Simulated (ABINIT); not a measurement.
# Beyond one shot: MoS2 (P6_3/mmc)

Wanted: G0W0 and self-consistent gaps of MoS2 (P6_3/mmc), with the cost of the cycles.

Main program and level: ABINIT 10.8.3; PBE and many-body steps on it, plane waves.

Report form: the programs' logs are mostly left out.

The database entry behind the starting cell differs from later determinations by our own check (about 0.3 % long), so it need not match the best structure at ambient conditions.

### Step 1. The starting structure

Symmetry: P6_3/mmc, No. 194, hexagonal system. The conventional cell has a = 3.169 Å, b = 3.169 Å, c = 12.324 Å, α = 90.00°, β = 90.00°, γ = 120.00°. Mo has 6 S at 2.41 Å nearest. Nearest to S lie 3 Mo at 2.41 Å. Farther neighbours and most contacts between anions are not listed.

The cell and positions come from the Crystallography Open Database and are kept as given unless a step says otherwise.

### Step 2. Empty states on the mesh, 6×6×1 mesh, 170 bands

This step: ABINIT 10.8.3; DFT, PBE, plane waves, norm-conserving pseudopotentials.

The sums over transitions need many empty states on a uniform mesh; this step solves for them.

run.abi reads:

```
acell 3*1.0 Angstrom
rprim 
  3.169000000004 -0.000000000001 0.000000000000
  -1.584500000001 2.744434504597 0.000000000000
  0.000000000000 0.000000000000 12.324000000000
ntypat 2
znucl 42 16
natom 6
typat 1 1 2 2 2 2
xred 
  0.333333333333 0.666666666667 0.250000000000
  0.666666666667 0.333333333333 0.750000000000
  0.333333333333 0.666666666667 0.623000000000
  0.666666666667 0.333333333333 0.123000000000
  0.333333333333 0.666666666667 0.877000000000
  0.666666666667 0.333333333333 0.377000000000
pp_dirpath "pseudos"
pseudos "Mo.upf, S.upf"
ecut 36
ngkpt 6 6 1
nshiftk 1
shiftk 0 0 0
kptopt 1
chksymbreak 0
iscf -2
irdden 1
istwfk *1
nband 170
nbdbuf 14
tolwfr 1e-09
nstep 60
prtvol 0
indata_prefix "in"
outdata_prefix "out"
tmpdata_prefix "tmp"
```

On the command line:

```
$ OMP_NUM_THREADS=1 mpirun -n 4 abinit run.abi > log
```

It took 86 s on 4 MPI ranks of Arm Neoverse V2, shared host; peak memory 0.5 GiB.

This step gave:

* gap: 0.8887 eV
* k of the valence top: 0, 0, 0
* k of the conduction bottom: 0.1667, 0.1667, 0
* least direct gap: 1.654 eV
* k points computed: 7
* lowest point of the top converged band, above the valence top: 53.7942 eV

On this mesh the gap is 0.889 eV.

The density comes from a self-consistent run that is not shown.

### Step 3. Screening, 6×6×1 mesh, 156 bands, screening to 130.6 eV

The RPA dielectric matrix is built and inverted for each q.

This step: RPA screening on PBE, plane waves, norm-conserving pseudopotentials.

run.abi, as its differences from that of step 2:

```diff
@@ -24,10 +24,11 @@
 chksymbreak 0
-iscf -2
-irdden 1
 istwfk *1
-nband 170
-nbdbuf 14
-tolwfr 1e-09
-nstep 60
-prtvol 0
+occopt 1
+irdwfk 1
+optdriver 3
+nband 156
+ecuteps 4.8
+inclvkb 2
+awtr 1
+symchi 1
 indata_prefix "in"
```

The job ended after 2 min (4 MPI ranks; peak memory 1.6 GiB).

Numbers from this step:

* ε∞ with local fields, on this mesh, along the program's q direction: 14.52
* the same without local fields: 16.29
* plasma frequency: 25.86 eV
* plane waves in the screening matrix: 341

Local fields lower ε∞ by 11 %. On a Γ-centred mesh this coarse the value itself is usually too large, while a short band sum pulls it down.

### Step 4. G0W0

The self-energy is evaluated for the states that the input lists, and the levels follow from it, in one-shot runs by the linearised quasiparticle equation.

This step: G0W0 on PBE, plane waves, norm-conserving pseudopotentials.

run.abi, as its differences from that of step 3:

```diff
@@ -27,8 +27,19 @@
 irdwfk 1
-optdriver 3
+optdriver 4
 nband 156
+gwcalctyp 0
+ecutsigx 36
+symsigma 1
+nkptgw 3
+kptgw 
+  0.0000000000 0.0000000000 0.0000000000
+  0.1666666667 0.1666666667 0.0000000000
+  0.3333333333 0.3333333333 0.0000000000
+bdgw 
+  25 28
+  25 28
+  25 28
 ecuteps 4.8
-inclvkb 2
-awtr 1
-symchi 1
+irdscr 1
+ppmodel 1
 indata_prefix "in"
```

Elapsed: 33 s, on 4 MPI ranks; peak memory 1.3 GiB.

Numbers from this step:

* G0W0 gap on the points computed: 1.189 eV
* starting gap on the mesh: 0.8887 eV
* k of the valence top: 0, 0, 0
* k of the conduction bottom: 0.1667, 0.1667, 0
* Z at the valence top: 0.774
* Z at the conduction bottom: 0.783
* least direct G0W0 gap on the computed points: 2.164 eV

The gap on the mesh goes from 0.89 eV to 1.19 eV, a correction of +0.30 eV.

### Step 5. evGW0, cycle 1

This step: evGW0 on PBE, plane waves, norm-conserving pseudopotentials.

run.abi, as its differences from that of step 4:

```diff
@@ -29,14 +29,22 @@
 nband 156
-gwcalctyp 0
+gwcalctyp 10
 ecutsigx 36
 symsigma 1
-nkptgw 3
+nkptgw 7
 kptgw 
   0.0000000000 0.0000000000 0.0000000000
+  0.1666666667 0.0000000000 0.0000000000
+  0.3333333333 0.0000000000 0.0000000000
+  0.5000000000 0.0000000000 0.0000000000
   0.1666666667 0.1666666667 0.0000000000
+  0.3333333333 0.1666666667 0.0000000000
   0.3333333333 0.3333333333 0.0000000000
 bdgw 
-  25 28
-  25 28
-  25 28
+  13 34
+  13 34
+  13 34
+  13 34
+  13 34
+  13 34
+  13 34
 ecuteps 4.8
```

It took 9.1 min on 4 MPI ranks; peak memory 2.5 GiB; 36 min of CPU time.

This step gave:

* quasiparticle gap on the mesh: 1.269 eV
* gap of the density functional on the mesh: 0.8887 eV
* k of the valence top: 0, 0, 0
* k of the conduction bottom: 0.1667, 0.1667, 0
* Z at the valence top: 0.774
* Z at the conduction bottom: 0.783
* least direct quasiparticle gap on the computed points: 2.313 eV

Against G0W0 in ABINIT (6×6×1 mesh, 156 bands, screening to 130.6 eV, Godby-Needs plasmon pole), the gap moves by +0.080 eV. This first cycle still uses the starting levels; it takes the full correction, at all points of the mesh, and its linearised value is 1.189 eV.

### Step 6. evGW0, cycle 2

The corrected levels of the last cycle go back in.

run.abi, as its differences from that of step 5:

```diff
@@ -52,2 +52,3 @@
 ppmodel 1
+irdqps 1
 indata_prefix "in"
```

The job ended after 9.1 min (4 MPI ranks; peak memory 2.5 GiB).

Numbers from this step:

* quasiparticle gap on the mesh: 1.216 eV
* gap of the density functional on the mesh: 0.8887 eV
* k of the valence top: 0, 0, 0
* k of the conduction bottom: 0.1667, 0.1667, 0
* least direct quasiparticle gap on the computed points: 2.196 eV

Against the cycle before, the gap moves by −0.053 eV.

### Step 7. evGW0, cycle 3

run.abi is that of step 6.

Wall time 9.1 min (4 MPI ranks); peak memory 2.5 GiB; 36 min of CPU time.

This step gave:

* quasiparticle gap on the mesh: 1.224 eV
* gap of the density functional on the mesh: 0.8887 eV
* k of the valence top: 0, 0, 0
* k of the conduction bottom: 0.1667, 0.1667, 0
* least direct quasiparticle gap on the computed points: 2.218 eV

Against the cycle before, the gap moves by +0.008 eV.

### Step 8. Screening, 6×6×1 mesh, 156 bands, screening to 130.6 eV

This step: RPA screening on PBE, plane waves, norm-conserving pseudopotentials.

run.abi, as its differences from that of step 7:

```diff
@@ -27,28 +27,13 @@
 irdwfk 1
-optdriver 4
+optdriver 3
 nband 156
+ecuteps 4.8
+inclvkb 2
+awtr 1
+symchi 1
 gwcalctyp 10
-ecutsigx 36
-symsigma 1
-nkptgw 7
-kptgw 
-  0.0000000000 0.0000000000 0.0000000000
-  0.1666666667 0.0000000000 0.0000000000
-  0.3333333333 0.0000000000 0.0000000000
-  0.5000000000 0.0000000000 0.0000000000
-  0.1666666667 0.1666666667 0.0000000000
-  0.3333333333 0.1666666667 0.0000000000
-  0.3333333333 0.3333333333 0.0000000000
-bdgw 
-  13 34
-  13 34
-  13 34
-  13 34
-  13 34
-  13 34
-  13 34
-ecuteps 4.8
-irdscr 1
-ppmodel 1
-irdqps 1
+mbpt_sciss 0.548 eV
+nqptdm 1
+qptdm 
+  0 0 0
 indata_prefix "in"
```

Wall time 44 s (4 MPI ranks); peak memory 1.6 GiB.

This step gave:

| Property | Result |
| --- | --- |
| ε∞ with local fields, on this mesh, along the program's q direction | 12.76 |
| the same without local fields | 14.17 |
| plasma frequency | 25.86 eV |
| plane waves in the screening matrix | 341 |

This screening uses the functional's bands under a rigid shift, the mean opening of the cycle before.

### Step 9. Screening, 6×6×1 mesh, 156 bands, screening to 130.6 eV

This step: RPA screening on PBE from quasiparticle energies, plane waves, norm-conserving pseudopotentials.

run.abi, as its differences from that of step 8:

```diff
@@ -33,7 +33,12 @@
 symchi 1
+irdqps 1
 gwcalctyp 10
-mbpt_sciss 0.548 eV
-nqptdm 1
+nqptdm 6
 qptdm 
-  0 0 0
+  0.1666666667 0.0000000000 0.0000000000
+  0.3333333333 0.0000000000 0.0000000000
+  0.5000000000 0.0000000000 0.0000000000
+  0.1666666667 0.1666666667 0.0000000000
+  0.3333333333 0.1666666667 0.0000000000
+  0.3333333333 0.3333333333 0.0000000000
 indata_prefix "in"
```

mrgscr.stdin reads:

```
2
merged
q0_SCR
out_SCR
1
```

On the command line:

```
$ OMP_NUM_THREADS=1 mpirun -n 4 abinit run.abi > log; mrgscr < mrgscr.stdin
```

Elapsed: 81 s, on 4 MPI ranks; peak memory 1.4 GiB; 5.4 min of CPU time.

Numbers from this step:

- plasma frequency: 25.86 eV
- plane waves in the screening matrix: 341

This screening reads the quasiparticle levels of the cycle before.

### Step 10. evGW, cycle 1

This step: evGW on PBE, plane waves, norm-conserving pseudopotentials.

run.abi, as its differences from that of step 9:

```diff
@@ -27,12 +27,10 @@
 irdwfk 1
-optdriver 3
+optdriver 4
 nband 156
-ecuteps 4.8
-inclvkb 2
-awtr 1
-symchi 1
-irdqps 1
 gwcalctyp 10
-nqptdm 6
-qptdm 
+ecutsigx 36
+symsigma 1
+nkptgw 7
+kptgw 
+  0.0000000000 0.0000000000 0.0000000000
   0.1666666667 0.0000000000 0.0000000000
@@ -43,2 +41,14 @@
   0.3333333333 0.3333333333 0.0000000000
+bdgw 
+  13 34
+  13 34
+  13 34
+  13 34
+  13 34
+  13 34
+  13 34
+ecuteps 4.8
+irdscr 1
+ppmodel 1
+irdqps 1
 indata_prefix "in"
```

On the command line:

```
$ OMP_NUM_THREADS=1 mpirun -n 4 abinit run.abi > log
```

Elapsed: 9 min, on 4 MPI ranks; peak memory 2.5 GiB.

This step gave:

```yaml
quasiparticle_gap_on_the_mesh: 1.286 eV
gap_of_the_density_functional_on_the_mesh: 0.8887 eV
k_of_the_valence_top: 0, 0, 0
k_of_the_conduction_bottom: 0.1667, 0.1667, 0
least_direct_quasiparticle_gap_on_the_computed_points: 2.273 eV
```

Against G0W0 in ABINIT (6×6×1 mesh, 156 bands, screening to 130.6 eV, Godby-Needs plasmon pole), the gap moves by +0.097 eV.

### Step 11. Screening, 6×6×1 mesh, 156 bands, screening to 130.6 eV

This step: RPA screening on PBE, plane waves, norm-conserving pseudopotentials.

run.abi, as its differences from that of step 10:

```diff
@@ -27,28 +27,13 @@
 irdwfk 1
-optdriver 4
+optdriver 3
 nband 156
+ecuteps 4.8
+inclvkb 2
+awtr 1
+symchi 1
 gwcalctyp 10
-ecutsigx 36
-symsigma 1
-nkptgw 7
-kptgw 
-  0.0000000000 0.0000000000 0.0000000000
-  0.1666666667 0.0000000000 0.0000000000
-  0.3333333333 0.0000000000 0.0000000000
-  0.5000000000 0.0000000000 0.0000000000
-  0.1666666667 0.1666666667 0.0000000000
-  0.3333333333 0.1666666667 0.0000000000
-  0.3333333333 0.3333333333 0.0000000000
-bdgw 
-  13 34
-  13 34
-  13 34
-  13 34
-  13 34
-  13 34
-  13 34
-ecuteps 4.8
-irdscr 1
-ppmodel 1
-irdqps 1
+mbpt_sciss 0.621 eV
+nqptdm 1
+qptdm 
+  0 0 0
 indata_prefix "in"
```

Wall time 41 s (4 MPI ranks); peak memory 1.6 GiB.

Numbers from this step:

```yaml
eps_infinity_with_local_fields_on_this_mesh_along_the_program_s_q_direction: 12.56
the_same_without_local_fields: 13.93
plasma_frequency: 25.86 eV
plane_waves_in_the_screening_matrix: 341
```

This screening uses the functional's bands under a rigid shift, the mean opening of the cycle before.

### Step 12. Screening, 6×6×1 mesh, 156 bands, screening to 130.6 eV

This step: RPA screening on PBE from quasiparticle energies, plane waves, norm-conserving pseudopotentials.

run.abi, as its differences from that of step 11:

```diff
@@ -33,7 +33,12 @@
 symchi 1
+irdqps 1
 gwcalctyp 10
-mbpt_sciss 0.621 eV
-nqptdm 1
+nqptdm 6
 qptdm 
-  0 0 0
+  0.1666666667 0.0000000000 0.0000000000
+  0.3333333333 0.0000000000 0.0000000000
+  0.5000000000 0.0000000000 0.0000000000
+  0.1666666667 0.1666666667 0.0000000000
+  0.3333333333 0.1666666667 0.0000000000
+  0.3333333333 0.3333333333 0.0000000000
 indata_prefix "in"
```

mrgscr.stdin is that of step 9.

On the command line:

```
$ OMP_NUM_THREADS=1 mpirun -n 4 abinit run.abi > log; mrgscr < mrgscr.stdin
```

The job ended after 76 s (4 MPI ranks; peak memory 1.4 GiB).

Numbers from this step:

```
plasma frequency                    : 25.86 eV
plane waves in the screening matrix : 341
```

This screening reads the quasiparticle levels of the cycle before.

### Step 13. evGW, cycle 2

This step: evGW on PBE, plane waves, norm-conserving pseudopotentials.

run.abi, as its differences from that of step 12:

```diff
@@ -27,12 +27,10 @@
 irdwfk 1
-optdriver 3
+optdriver 4
 nband 156
-ecuteps 4.8
-inclvkb 2
-awtr 1
-symchi 1
-irdqps 1
 gwcalctyp 10
-nqptdm 6
-qptdm 
+ecutsigx 36
+symsigma 1
+nkptgw 7
+kptgw 
+  0.0000000000 0.0000000000 0.0000000000
   0.1666666667 0.0000000000 0.0000000000
@@ -43,2 +41,14 @@
   0.3333333333 0.3333333333 0.0000000000
+bdgw 
+  13 34
+  13 34
+  13 34
+  13 34
+  13 34
+  13 34
+  13 34
+ecuteps 4.8
+irdscr 1
+ppmodel 1
+irdqps 1
 indata_prefix "in"
```

On the command line:

```
$ OMP_NUM_THREADS=1 mpirun -n 4 abinit run.abi > log
```

Run time: 9 min. Hardware: 4 MPI ranks; peak memory 2.5 GiB; 36 min of CPU time.

This step gave:

| Item | Value |
| --- | --- |
| quasiparticle gap on the mesh | 1.285 eV |
| gap of the density functional on the mesh | 0.8887 eV |
| k of the valence top | 0, 0, 0 |
| k of the conduction bottom | 0.1667, 0.1667, 0 |
| least direct quasiparticle gap on the computed points | 2.271 eV |

Against the cycle before, the gap moves by −0.001 eV.

### Step 14. Side by side

Times are wall times on 4 MPI ranks of Arm Neoverse V2, shared host, good to a factor of about two. A run's time includes the screening step that it read.

| run | mesh | bands | screening cutoff (eV) | DFT gap (eV) | gap on the mesh (eV) | direct (eV) | ε∞ used | time |
| --- | --- | --- | --- | --- | --- | --- | --- | --- |
| G0W0 | 6×6×1 | 156 | 130.6 | 0.889 | 1.189 | 2.164 | 14.52 | 2.5 min |
| evGW0, cycle 1 | 6×6×1 | 156 | 130.6 | 0.889 | 1.269 | 2.313 | 14.52 | 11 min |
| evGW0, cycle 2 | 6×6×1 | 156 | 130.6 | 0.889 | 1.216 | 2.196 | 14.52 | 11 min |
| evGW0, cycle 3 | 6×6×1 | 156 | 130.6 | 0.889 | 1.224 | 2.218 | 14.52 | 11 min |
| evGW, cycle 1 | 6×6×1 | 156 | 130.6 | 0.889 | 1.286 | 2.273 | 12.76 | 11 min |
| evGW, cycle 2 | 6×6×1 | 156 | 130.6 | 0.889 | 1.285 | 2.271 | 12.56 | 11 min |

### Step 15. Results

```
G0W0           : 1.189 eV
evGW0, cycle 1 : 1.269 eV
evGW0, cycle 2 : 1.216 eV
evGW0, cycle 3 : 1.224 eV
evGW, cycle 1  : 1.286 eV
evGW, cycle 2  : 1.285 eV
known limits   : not at the basis limit; no spin-orbit coupling; coarse k mesh
```

**Reading.** Only the bands that the input lists are updated; the others, empty or deep, keep the functional's energies or take a rigid shift. The evGW loop starts from the last levels of evGW0, so its cycles and time come on top of those. evGW0 ends at 1.22 eV, +0.04 eV from G0W0, after 3 cycles that took 27 min beside the first screening; the last moved the gap by 0.008 eV. evGW ends at 1.29 eV, +0.10 eV from G0W0, after 2 cycles that took 22 min beside the first screening; the last moved the gap by 0.001 eV. The first cycle of evGW0 takes the full correction, without the factor Z, so it overshoots the one-shot value. Bands and cutoff are finite, so the gap is not at the basis limit. The miss can reach some tenths of an eV and take either sign; the mesh is an error of its own. The 6×6×1 mesh is coarse for this cell, which bears on the long-range parts of exchange and screening. In the updated screening the q = 0 part is built from Kohn-Sham bands under a rigid shift, the other q from the quasiparticle levels. The many-body steps are scalar-relativistic: spin-orbit coupling is not in them.

[Paths, hosts, dates, memory and timing lines, banners, echoed tables and standing remarks are left out of the program output.]

[Logs are printed without paths, hosts, clocks, repeated set-up lines and the standing remarks that a program may print on its own settings, such as how far it seeks lower states.]

[Runs of the session that timed out or met a known fault of the program may be left out.]

[Hosts, paths, dates, database ids (printed as entryN), source tags and the programs' standing remarks are cut or masked in the printed files.]

[G0W0 gaps are taken among the corrected bands and points alone; a level outside them can change the order at an edge.]

[Where Ansatz stands beside ABINIT at settings called matched, ABINIT's density can come from a denser mesh and the files from another edition; pairs whose starting gaps differed by over 0.03 eV were left out, so agreement reads better than it is.]
